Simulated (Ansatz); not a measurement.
# Gate voltage at the highest density: 1T-HfO2 under 2H-MoSSe, AA'

A layer charged from two gates alike needs a voltage that grows with the carrier density; the slope is e over the total capacitance.

How it was computed: Ansatz 0.2.0, plane waves with PAW datasets (its set soft_2), PBE-D3(BJ); isolated slab, charged sheets 5 Å from the outer atoms behind model barriers, atoms held, Fermi-Dirac smearing of 0.05 eV. The voltage is that of the gates (their mean) against the layer's Fermi level, from the uncharged case, which has a gap of 1.61 eV.

```
  run  added electrons (10¹³ per cm²)  gate voltage (V)
run 1                            0.50              0.91
run 2                            2.00              1.65
run 3                            6.00                 ?
```

**Question.** What value belongs in the row marked “?”, and how far can the other rows tell?

Two rows fix a line: slope = (1.65 − 0.91) / (2.00 − 0.50) = 0.4933, intercept 0.6634. The capacitance is 1.602/0.4933 = 3.25 µF/cm², against 3.54 µF/cm² for plates 5 Å apart in vacuum on both sides. The intercept is mostly the shift of the Fermi level from inside the gap to the band edge. At 6.00 it gives 0.4933 × 6.00 + 0.6634 = 3.62 V, beyond the rows fitted. Rounding of the rows alone allows about ±0.032 V there; two rows can't show whether the line holds.

The run itself gives 3.38 V: a miss of −0.24 V, or 7.1 % of the value. The capacitance rises towards the highest density.

**Limits.** The gates are model sheets, not atoms, and low densities sample few k-points. Spin-orbit coupling is left out, which changes the bands of elements this heavy.

[Logs are printed without paths, hosts, clocks, repeated set-up lines and the standing remarks that a program may print on its own settings, such as how far it seeks lower states.]
